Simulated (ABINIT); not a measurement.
# InF3 (R-3c): a self-consistent loop beyond G0W0, cycle by cycle

Wanted: G0W0 and self-consistent gaps of InF3 (R-3c), with the cost of the cycles.

Method: LDA and many-body steps on it, plane waves, in ABINIT 10.8.3.

This is a report of a sequence of runs, with most program output left out.

## Step 1: The starting structure

Symmetry: R-3c, No. 167, trigonal system. Conventional cell: a = 5.204 Å, b = 5.204 Å, c = 14.723 Å, α = 90.00°, β = 90.00°, γ = 120.00°. Nearest to In lie 6 F at 2.08 Å. Nearest to F lie 2 In at 2.08 Å. Farther neighbours and most contacts between anions are not listed.

The cell and positions are those that the Materials Project relaxed with its own functionals (PBE, PBE+U or r2SCAN), kept fixed.

## Step 2: Empty states on the mesh, 4×4×4 mesh, 114 bands

This step: ABINIT 10.8.3; DFT, LDA, plane waves, norm-conserving pseudopotentials.

The sums over transitions need many empty states on a uniform mesh; this step solves for them.

run.abi

```
acell 3*1.0 Angstrom
rprim 
  2.602141182914 1.502346912402 4.907506134507
  -2.602141182914 1.502346912402 4.907506134507
  0.000000000000 -3.004693824873 4.907506134486
ntypat 2
znucl 49 9
natom 8
typat 1 1 2 2 2 2 2 2
xred 
  0.500000000000 0.500000000000 0.500000000000
  -0.000000000000 0.000000000000 0.000000000000
  0.395709220000 0.750000000000 0.104290780000
  0.750000000000 0.104290780000 0.395709220000
  0.895709220000 0.604290780000 0.250000000000
  0.250000000000 0.895709220000 0.604290780000
  0.604290780000 0.250000000000 0.895709220000
  0.104290780000 0.395709220000 0.750000000000
pp_dirpath "pseudos"
pseudos "In.upf, F.upf"
ecut 36
ngkpt 4 4 4
nshiftk 1
shiftk 0 0 0
kptopt 1
chksymbreak 0
iscf -2
irdden 1
istwfk *1
nband 114
nbdbuf 10
tolwfr 1e-09
nstep 60
prtvol 0
indata_prefix "in"
outdata_prefix "out"
tmpdata_prefix "tmp"
```

Command:

```
$ OMP_NUM_THREADS=1 mpirun -n 8 abinit run.abi > log
```

It took 54 s on 8 MPI ranks of Arm Neoverse V2, shared host; peak memory 0.86 GiB.

Numbers from this step:

```yaml
gap: 4.010 eV
k_of_the_valence_top: 0.5, 0.5, 0
k_of_the_conduction_bottom: 0, 0, 0
least_direct_gap: 4.042 eV
k_points_computed: 13
lowest_point_of_the_top_converged_band_above_the_valence_top: 38.04 eV
```

On this mesh the gap is 4.010 eV.

The density comes from a self-consistent run that is not shown.

## Step 3: Screening, 4×4×4 mesh, 104 bands, screening to 89.8 eV

The RPA dielectric matrix is built and inverted for each q.

This step: RPA screening on LDA, plane waves, norm-conserving pseudopotentials.

Changes to run.abi since step 2:

```diff
@@ -26,10 +26,11 @@
 chksymbreak 0
-iscf -2
-irdden 1
 istwfk *1
-nband 114
-nbdbuf 10
-tolwfr 1e-09
-nstep 60
-prtvol 0
+occopt 1
+irdwfk 1
+optdriver 3
+nband 104
+ecuteps 3.3
+inclvkb 2
+awtr 1
+symchi 1
 indata_prefix "in"
```

It took 3.2 min on 8 MPI ranks; peak memory 6.6 GiB; 26 min of CPU time.

Numbers from this step:

* ε∞ with local fields, on this mesh, along the program's q direction: 2.372
* the same without local fields: 2.455
* plasma frequency: 31.72 eV
* plane waves in the screening matrix: 211

Local fields lower ε∞ by 3 %.

## Step 4: G0W0

The self-energy is evaluated for the states that the input lists, and the levels follow from it, in one-shot runs by the linearised quasiparticle equation.

This step: G0W0 on LDA, plane waves, norm-conserving pseudopotentials.

Changes to run.abi since step 3:

```diff
@@ -29,8 +29,17 @@
 irdwfk 1
-optdriver 3
+optdriver 4
 nband 104
+gwcalctyp 0
+ecutsigx 36
+symsigma 1
+nkptgw 2
+kptgw 
+  0.5000000000 0.5000000000 0.0000000000
+  0.0000000000 0.0000000000 0.0000000000
+bdgw 
+  41 44
+  41 44
 ecuteps 3.3
-inclvkb 2
-awtr 1
-symchi 1
+irdscr 1
+ppmodel 1
 indata_prefix "in"
```

It took 10 s on 8 MPI ranks; peak memory 3.7 GiB.

This step gave:

```
G0W0 gap on the points computed              : 7.983 eV
starting gap on the mesh                     : 4.010 eV
k of the valence top                         : 0.5, 0.5, 0
k of the conduction bottom                   : 0, 0, 0
Z at the valence top                         : 0.798
Z at the conduction bottom                   : 0.871
least direct G0W0 gap on the computed points : 8.034 eV
```

The gap on the mesh goes from 4.01 eV to 7.98 eV, a correction of +3.97 eV.

## Step 5: evGW0, cycle 1

This step: evGW0 on LDA, plane waves, norm-conserving pseudopotentials.

Changes to run.abi since step 4:

```diff
@@ -31,12 +31,34 @@
 nband 104
-gwcalctyp 0
+gwcalctyp 10
 ecutsigx 36
 symsigma 1
-nkptgw 2
+nkptgw 13
 kptgw 
+  0.0000000000 0.0000000000 0.0000000000
+  0.2500000000 0.0000000000 0.0000000000
+  0.5000000000 0.0000000000 0.0000000000
+  0.2500000000 0.2500000000 0.0000000000
+  0.5000000000 0.2500000000 0.0000000000
+  -0.2500000000 0.2500000000 0.0000000000
   0.5000000000 0.5000000000 0.0000000000
-  0.0000000000 0.0000000000 0.0000000000
+  0.2500000000 0.2500000000 0.2500000000
+  0.5000000000 0.2500000000 0.2500000000
+  -0.2500000000 0.2500000000 0.2500000000
+  0.5000000000 0.5000000000 0.2500000000
+  -0.2500000000 0.5000000000 0.2500000000
+  0.5000000000 0.5000000000 0.5000000000
 bdgw 
-  41 44
-  41 44
+  25 50
+  25 50
+  25 50
+  25 50
+  25 50
+  25 50
+  25 50
+  25 50
+  25 50
+  25 50
+  25 50
+  25 50
+  25 50
 ecuteps 3.3
```

Run time: 8.5 min. Hardware: 8 MPI ranks; peak memory 12 GiB.

Numbers from this step:

```yaml
quasiparticle_gap_on_the_mesh: 8.693 eV
gap_of_the_density_functional_on_the_mesh: 4.010 eV
k_of_the_valence_top: 0, 0, 0
k_of_the_conduction_bottom: 0, 0, 0
z_at_the_valence_top: 0.797
z_at_the_conduction_bottom: 0.871
least_direct_quasiparticle_gap_on_the_computed_points: 8.693 eV
```

Against G0W0 in ABINIT (4×4×4 mesh, 104 bands, screening to 89.8 eV, Godby-Needs plasmon pole), the gap moves by +0.710 eV. This first cycle still uses the starting levels; it takes the full correction, at all points of the mesh, and its linearised value is 7.983 eV.

## Step 6: evGW0, cycle 2

The corrected levels of the last cycle go back in.

Changes to run.abi since step 5:

```diff
@@ -66,2 +66,3 @@
 ppmodel 1
+irdqps 1
 indata_prefix "in"
```

Elapsed: 8.5 min, on 8 MPI ranks; peak memory 12 GiB.

Numbers from this step:

```yaml
quasiparticle_gap_on_the_mesh: 8.517 eV
gap_of_the_density_functional_on_the_mesh: 4.010 eV
k_of_the_valence_top: 0, 0, 0
k_of_the_conduction_bottom: 0, 0, 0
least_direct_quasiparticle_gap_on_the_computed_points: 8.517 eV
```

Against the cycle before, the gap moves by −0.176 eV.

## Step 7: evGW0, cycle 3

run.abi is that of step 6.

Run time: 8.5 min. Hardware: 8 MPI ranks; peak memory 12 GiB.

Numbers from this step:

```
quasiparticle gap on the mesh                         : 8.519 eV
gap of the density functional on the mesh             : 4.010 eV
k of the valence top                                  : 0, 0, 0
k of the conduction bottom                            : 0, 0, 0
least direct quasiparticle gap on the computed points : 8.519 eV
```

Against the cycle before, the gap moves by +0.002 eV.

## Step 8: Screening, 4×4×4 mesh, 104 bands, screening to 89.8 eV

This step: RPA screening on LDA, plane waves, norm-conserving pseudopotentials.

run.abi

```
acell 3*1.0 Angstrom
rprim 
  2.602141182914 1.502346912402 4.907506134507
  -2.602141182914 1.502346912402 4.907506134507
  0.000000000000 -3.004693824873 4.907506134486
ntypat 2
znucl 49 9
natom 8
typat 1 1 2 2 2 2 2 2
xred 
  0.500000000000 0.500000000000 0.500000000000
  -0.000000000000 0.000000000000 0.000000000000
  0.395709220000 0.750000000000 0.104290780000
  0.750000000000 0.104290780000 0.395709220000
  0.895709220000 0.604290780000 0.250000000000
  0.250000000000 0.895709220000 0.604290780000
  0.604290780000 0.250000000000 0.895709220000
  0.104290780000 0.395709220000 0.750000000000
pp_dirpath "pseudos"
pseudos "In.upf, F.upf"
ecut 36
ngkpt 4 4 4
nshiftk 1
shiftk 0 0 0
kptopt 1
chksymbreak 0
istwfk *1
occopt 1
irdwfk 1
optdriver 3
nband 104
ecuteps 3.3
inclvkb 2
awtr 1
symchi 1
gwcalctyp 10
mbpt_sciss 4.964 eV
nqptdm 1
qptdm 
  0 0 0
indata_prefix "in"
outdata_prefix "out"
tmpdata_prefix "tmp"
```

Wall time 42 s (8 MPI ranks); peak memory 6.8 GiB; 5.6 min of CPU time.

Numbers from this step:

```yaml
eps_infinity_with_local_fields_on_this_mesh_along_the_program_s_q_direction: 1.967
the_same_without_local_fields: 2.018
plasma_frequency: 31.72 eV
plane_waves_in_the_screening_matrix: 211
```

This screening uses the functional's bands under a rigid shift, the mean opening of the cycle before.

## Step 9: Screening, 4×4×4 mesh, 104 bands, screening to 89.8 eV

This step: RPA screening on LDA from quasiparticle energies, plane waves, norm-conserving pseudopotentials.

Changes to run.abi since step 8:

```diff
@@ -35,7 +35,18 @@
 symchi 1
+irdqps 1
 gwcalctyp 10
-mbpt_sciss 4.964 eV
-nqptdm 1
+nqptdm 12
 qptdm 
-  0 0 0
+  0.2500000000 0.0000000000 0.0000000000
+  0.5000000000 0.0000000000 0.0000000000
+  0.2500000000 0.2500000000 0.0000000000
+  0.5000000000 0.2500000000 0.0000000000
+  -0.2500000000 0.2500000000 0.0000000000
+  0.5000000000 0.5000000000 0.0000000000
+  0.2500000000 0.2500000000 0.2500000000
+  0.5000000000 0.2500000000 0.2500000000
+  -0.2500000000 0.2500000000 0.2500000000
+  0.5000000000 0.5000000000 0.2500000000
+  -0.2500000000 0.5000000000 0.2500000000
+  0.5000000000 0.5000000000 0.5000000000
 indata_prefix "in"
```

mrgscr.stdin

```
2
merged
q0_SCR
out_SCR
1
```

Command:

```
$ OMP_NUM_THREADS=1 mpirun -n 8 abinit run.abi > log; mrgscr < mrgscr.stdin
```

Wall time 2.5 min (8 MPI ranks); peak memory 6.3 GiB; 20 min of CPU time.

Numbers from this step:

```
plasma frequency                    : 31.72 eV
plane waves in the screening matrix : 211
```

This screening reads the quasiparticle levels of the cycle before.

## Step 10: evGW, cycle 1

This step: evGW on LDA, plane waves, norm-conserving pseudopotentials.

Changes to run.abi since step 9:

```diff
@@ -29,12 +29,10 @@
 irdwfk 1
-optdriver 3
+optdriver 4
 nband 104
-ecuteps 3.3
-inclvkb 2
-awtr 1
-symchi 1
-irdqps 1
 gwcalctyp 10
-nqptdm 12
-qptdm 
+ecutsigx 36
+symsigma 1
+nkptgw 13
+kptgw 
+  0.0000000000 0.0000000000 0.0000000000
   0.2500000000 0.0000000000 0.0000000000
@@ -51,2 +49,20 @@
   0.5000000000 0.5000000000 0.5000000000
+bdgw 
+  25 50
+  25 50
+  25 50
+  25 50
+  25 50
+  25 50
+  25 50
+  25 50
+  25 50
+  25 50
+  25 50
+  25 50
+  25 50
+ecuteps 3.3
+irdscr 1
+ppmodel 1
+irdqps 1
 indata_prefix "in"
```

Command:

```
$ OMP_NUM_THREADS=1 mpirun -n 8 abinit run.abi > log
```

It took 8.5 min on 8 MPI ranks; peak memory 12 GiB.

Numbers from this step:

* quasiparticle gap on the mesh: 9.354 eV
* gap of the density functional on the mesh: 4.010 eV
* k of the valence top: 0, 0, 0
* k of the conduction bottom: 0, 0, 0
* least direct quasiparticle gap on the computed points: 9.354 eV

Against G0W0 in ABINIT (4×4×4 mesh, 104 bands, screening to 89.8 eV, Godby-Needs plasmon pole), the gap moves by +1.371 eV.

## Step 11: Screening, 4×4×4 mesh, 104 bands, screening to 89.8 eV

This step: RPA screening on LDA, plane waves, norm-conserving pseudopotentials.

run.abi

```
acell 3*1.0 Angstrom
rprim 
  2.602141182914 1.502346912402 4.907506134507
  -2.602141182914 1.502346912402 4.907506134507
  0.000000000000 -3.004693824873 4.907506134486
ntypat 2
znucl 49 9
natom 8
typat 1 1 2 2 2 2 2 2
xred 
  0.500000000000 0.500000000000 0.500000000000
  -0.000000000000 0.000000000000 0.000000000000
  0.395709220000 0.750000000000 0.104290780000
  0.750000000000 0.104290780000 0.395709220000
  0.895709220000 0.604290780000 0.250000000000
  0.250000000000 0.895709220000 0.604290780000
  0.604290780000 0.250000000000 0.895709220000
  0.104290780000 0.395709220000 0.750000000000
pp_dirpath "pseudos"
pseudos "In.upf, F.upf"
ecut 36
ngkpt 4 4 4
nshiftk 1
shiftk 0 0 0
kptopt 1
chksymbreak 0
istwfk *1
occopt 1
irdwfk 1
optdriver 3
nband 104
ecuteps 3.3
inclvkb 2
awtr 1
symchi 1
gwcalctyp 10
mbpt_sciss 5.922 eV
nqptdm 1
qptdm 
  0 0 0
indata_prefix "in"
outdata_prefix "out"
tmpdata_prefix "tmp"
```

Run time: 42 s. Hardware: 8 MPI ranks; peak memory 6.6 GiB.

Numbers from this step:

| Property | Result |
| --- | --- |
| ε∞ with local fields, on this mesh, along the program's q direction | 1.918 |
| the same without local fields | 1.966 |
| plasma frequency | 31.72 eV |
| plane waves in the screening matrix | 211 |

This screening uses the functional's bands under a rigid shift, the mean opening of the cycle before.

## Step 12: Screening, 4×4×4 mesh, 104 bands, screening to 89.8 eV

This step: RPA screening on LDA from quasiparticle energies, plane waves, norm-conserving pseudopotentials.

Changes to run.abi since step 11:

```diff
@@ -35,7 +35,18 @@
 symchi 1
+irdqps 1
 gwcalctyp 10
-mbpt_sciss 5.922 eV
-nqptdm 1
+nqptdm 12
 qptdm 
-  0 0 0
+  0.2500000000 0.0000000000 0.0000000000
+  0.5000000000 0.0000000000 0.0000000000
+  0.2500000000 0.2500000000 0.0000000000
+  0.5000000000 0.2500000000 0.0000000000
+  -0.2500000000 0.2500000000 0.0000000000
+  0.5000000000 0.5000000000 0.0000000000
+  0.2500000000 0.2500000000 0.2500000000
+  0.5000000000 0.2500000000 0.2500000000
+  -0.2500000000 0.2500000000 0.2500000000
+  0.5000000000 0.5000000000 0.2500000000
+  -0.2500000000 0.5000000000 0.2500000000
+  0.5000000000 0.5000000000 0.5000000000
 indata_prefix "in"
```

mrgscr.stdin is that of step 9.

Command:

```
$ OMP_NUM_THREADS=1 mpirun -n 8 abinit run.abi > log; mrgscr < mrgscr.stdin
```

Wall time 2.6 min (8 MPI ranks); peak memory 6.3 GiB.

This step gave:

- plasma frequency: 31.72 eV
- plane waves in the screening matrix: 211

This screening reads the quasiparticle levels of the cycle before.

## Step 13: evGW, cycle 2

This step: evGW on LDA, plane waves, norm-conserving pseudopotentials.

Changes to run.abi since step 12:

```diff
@@ -29,12 +29,10 @@
 irdwfk 1
-optdriver 3
+optdriver 4
 nband 104
-ecuteps 3.3
-inclvkb 2
-awtr 1
-symchi 1
-irdqps 1
 gwcalctyp 10
-nqptdm 12
-qptdm 
+ecutsigx 36
+symsigma 1
+nkptgw 13
+kptgw 
+  0.0000000000 0.0000000000 0.0000000000
   0.2500000000 0.0000000000 0.0000000000
@@ -51,2 +49,20 @@
   0.5000000000 0.5000000000 0.5000000000
+bdgw 
+  25 50
+  25 50
+  25 50
+  25 50
+  25 50
+  25 50
+  25 50
+  25 50
+  25 50
+  25 50
+  25 50
+  25 50
+  25 50
+ecuteps 3.3
+irdscr 1
+ppmodel 1
+irdqps 1
 indata_prefix "in"
```

Command:

```
$ OMP_NUM_THREADS=1 mpirun -n 8 abinit run.abi > log
```

Elapsed: 8.5 min, on 8 MPI ranks; peak memory 12 GiB; 68 min of CPU time.

This step gave:

- quasiparticle gap on the mesh: 9.468 eV
- gap of the density functional on the mesh: 4.010 eV
- k of the valence top: 0, 0, 0
- k of the conduction bottom: 0, 0, 0
- least direct quasiparticle gap on the computed points: 9.468 eV

Against the cycle before, the gap moves by +0.114 eV.

## Step 14: The runs together

Times are wall times on 8 MPI ranks of Arm Neoverse V2, shared host, good to a factor of about two. A run's time includes the screening step that it read.

```
           run   mesh  bands  screening cutoff (eV)  DFT gap (eV)  gap on the mesh (eV)  direct (eV)  ε∞ used     time
          G0W0  4×4×4    104                   89.8         4.010                 7.983        8.034     2.37  3.4 min
evGW0, cycle 1  4×4×4    104                   89.8         4.010                 8.693        8.693     2.37   12 min
evGW0, cycle 2  4×4×4    104                   89.8         4.010                 8.517        8.517     2.37   12 min
evGW0, cycle 3  4×4×4    104                   89.8         4.010                 8.519        8.519     2.37   12 min
 evGW, cycle 1  4×4×4    104                   89.8         4.010                 9.354        9.354     1.97   12 min
 evGW, cycle 2  4×4×4    104                   89.8         4.010                 9.468        9.468     1.92   12 min
```

## Step 15: Outcome

* G0W0: 7.983 eV
* evGW0, cycle 1: 8.693 eV
* evGW0, cycle 2: 8.517 eV
* evGW0, cycle 3: 8.519 eV
* evGW, cycle 1: 9.354 eV
* evGW, cycle 2: 9.468 eV
* known limits: not at the basis limit; no spin-orbit coupling

Only the bands that the input lists are updated; the others, empty or deep, keep the functional's energies or take a rigid shift. The evGW loop starts from the last levels of evGW0, so its cycles and time come on top of those. evGW0 ends at 8.52 eV, +0.54 eV from G0W0, after 3 cycles that took 26 min beside the first screening; the last moved the gap by 0.002 eV. evGW ends at 9.47 eV, +1.49 eV from G0W0, after 2 cycles that took 23 min beside the first screening; the last moved the gap by 0.114 eV, so the loop had not settled. The first cycle of evGW0 takes the full correction, without the factor Z, so it overshoots the one-shot value. Bands and cutoff are finite, so the gap is not at the basis limit. The miss can reach some tenths of an eV and take either sign; the mesh is an error of its own. In the updated screening the q = 0 part is built from Kohn-Sham bands under a rigid shift, the other q from the quasiparticle levels. The many-body steps are scalar-relativistic: spin-orbit coupling is not in them.

[Paths, hosts, dates, memory and timing lines, banners, echoed tables and standing remarks are left out of the program output.]

[Logs are printed without paths, hosts, clocks, repeated set-up lines and the standing remarks that a program may print on its own settings, such as how far it seeks lower states.]

[Runs of the session that timed out or met a known fault of the program may be left out.]

[Hosts, paths, dates, database ids (printed as entryN), source tags and the programs' standing remarks are cut or masked in the printed files.]

[G0W0 gaps are taken among the corrected bands and points alone; a level outside them can change the order at an edge.]

[Where Ansatz stands beside ABINIT at settings called matched, ABINIT's density can come from a denser mesh and the files from another edition; pairs whose starting gaps differed by over 0.03 eV were left out, so agreement reads better than it is.]
